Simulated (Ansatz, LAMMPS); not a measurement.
# Amorphous 88HfO2-12Y2O3 (mol %) (81 atoms), relaxed: mesh and functional compared

What does this cell relax to, and how do the Kohn-Sham gap, forces and pressure change with k-mesh and functional?

Calculated with Ansatz 0.2.0: Kohn-Sham DFT, PBE, PAW (set soft_2), plane waves; cutoff 420 eV, Γ point, fermi-dirac smearing of 0.025 eV.

**The cell**

Density at the start: 7.67 g/cm³. The cell holds 81 atoms: 22 Hf, 6 Y and 53 O. Cell: a = 10.474 Å, b = 10.474 Å, c = 10.474 Å, α = 90.0°, β = 90.0°, γ = 90.0°. 81 atoms (22 Zr, 6 Er, 53 O) placed at random at 5.58 g/cm³, melted at 5000 K for 10 ps at fixed volume with the Morse and Coulomb pair potential with partial charges (Pedone, Malavasi, Menziani, Cormack and Segre, J. Phys. Chem. B 110, 11780 (2006)). Quenched from 5000 K to 300 K at 50 K/ps and fixed volume, held 5 ps, then minimised at fixed cell. Then Zr was replaced by Hf, Er was replaced by Y (the potential has no terms for the new elements, so the cell is a start for a DFT relaxation).

Cell and atoms were relaxed with PBE. The walk converged after 14 steps, with a largest force component of 0.00784 eV/Å; it began at an r.m.s. force component of 0.40 eV/Å. The edges went from 10.474, 10.474, 10.474 to 10.156, 10.097, 10.283 Å, and the volume from 14.187 to 13.017 Å³ an atom (-8.3 %).

The input of the reference single point:

```yaml
crystal:
  lattice:
    - [10.15548, 0.0533, -0.04137]
    - [0.0533, 10.09657, 0.00117]
    - [-0.04137, 0.00117, 10.28317]
  atoms:
    - { symbol: Hf, position: [0.21211, 0.84921, 0.53255] }
    - { symbol: Hf, position: [0.8848, 0.72062, 0.60822] }
    - { symbol: Hf, position: [0.04812, 0.61629, 0.34304] }
    - { symbol: Hf, position: [0.27441, 0.35799, 0.31892] }
    [... 75 atom lines left out ...]
    - { symbol: O, position: [0.32238, 0.77878, 0.68754] }
    - { symbol: O, position: [0.31168, 0.36814, 0.97315] }
kpoints:
  mp_grid: { grid: [1, 1, 1] }
hamiltonian:
  xc: pbe
scf:
  occupations: { method: fermi_dirac, width: 0.025 }
output:
  forces: true
  stress: true
  populations: true
  dos:
    method: { smearing: { sigma: 0.08 } }
    de: 0.05
    projected: { site_lists: { Hf: [Hf], O: [O], "Y": ["Y"] } }
  eigenvalues: true
  write_density: true
  write_potential: true
  volumetric_format: npy
```

**Bonds after relaxation**

Bonds by pair of elements; cutoffs follow the first minimum of g(r), held within bounds set by covalent radii, and pairs that aren't listed don't count as bonded:

```csv
pair A-B,cutoff (Å),bonds,mean length (Å),spread (Å),shortest (Å),B about A,A about B
O-Hf,2.82,138,2.14,0.12,1.95,2.60,6.27
O-Y,3,43,2.43,0.22,2.13,0.811,7.17
```

How many atoms have how many bonded neighbours:

```csv
element,mean,2,3,4,6,7,8
Hf,6.27,0,0,0,16,6,0
O,3.42,1,29,23,0,0,0
Y,7.17,0,0,0,1,3,2
```

**Levels of theory**

Single points at the relaxed geometry:

| functional | k-mesh | Kohn-Sham gap (eV) | pressure (GPa) | r.m.s. force component (eV/Å) | SCF cycles | time |
| --- | --- | --- | --- | --- | --- | --- |
| PBE | 1×1×1 | 3.789 | -0.02 | 0.002 | 10 | 13 s |
| PBE | 2×2×2 | 3.740 | -0.01 | 0.023 | 10 | 2 min |
| HSE06 | 1×1×1 | 5.312 | -4.58 | 0.105 | 24 | 4.4 min |
| r2SCAN | 1×1×1 | 4.242 | -4.50 | 0.081 | 10 | 26 s |
| PBEsol | 1×1×1 | 3.704 | -6.10 | 0.071 | 11 | 14 s |

The gap is that between the highest filled and lowest empty Kohn-Sham level on the run's k-points. Cutoffs: 420 eV for PBE, HSE06 and PBEsol; 500 eV for r2SCAN. Times come from shared hosts and are rough.

**Findings**

By these cutoffs 73 % of Hf atoms have 6, 55 % of O atoms have 3 and 50 % of Y atoms have 7 neighbours. The Kohn-Sham gap is 3.79 eV with PBE on the 1×1×1 mesh and 3.74 eV on 2×2×2. On the 1×1×1 mesh HSE06 changes the gap by +1.52 eV against PBE. Carrying that shift over to the 2×2×2 mesh gives 3.74 + 1.52 = 5.26 eV, an estimate that takes the shift to be alike at all k-points. On the reference's mesh the gap changes with r2SCAN by +0.45 eV and PBEsol by -0.09 eV. Against the reference the pressure changes with HSE06 by -4.6 GPa, r2SCAN by -4.5 GPa and PBEsol by -6.1 GPa; a negative change means that the functional would take a smaller volume. The denser mesh moves the energy by -2.8 meV/atom and the pressure by +0.00 GPa.

Limits: All single points share the geometry relaxed with PBE. The volume changed by -8.3 % on relaxing; in so small a cell, on this mesh and at this cutoff, the relaxed density is rough. One sample; tail or defect levels can set the gap of a disordered cell. The quench rate of 50 K/ps is many orders above laboratory rates, so the cell is likely richer in defects and strain than a real sample. The network of bonds at the start is that of the classical potential that made the cell, and needn't be the one that DFT or experiment would give. Spin–orbit coupling is left out, which matters for the levels of the heavy elements.

[Long decimals in the printed logs are rounded to 6 places.]

[Logs are printed without paths, hosts, clocks, repeated set-up lines and the standing remarks that a program may print on its own settings, such as how far it seeks lower states.]

[Hosts, paths, dates, database ids (printed as entryN), source tags and the programs' standing remarks are cut or masked in the printed files.]

[Runs of further levels or settings that didn't converge aren't in the tables.]
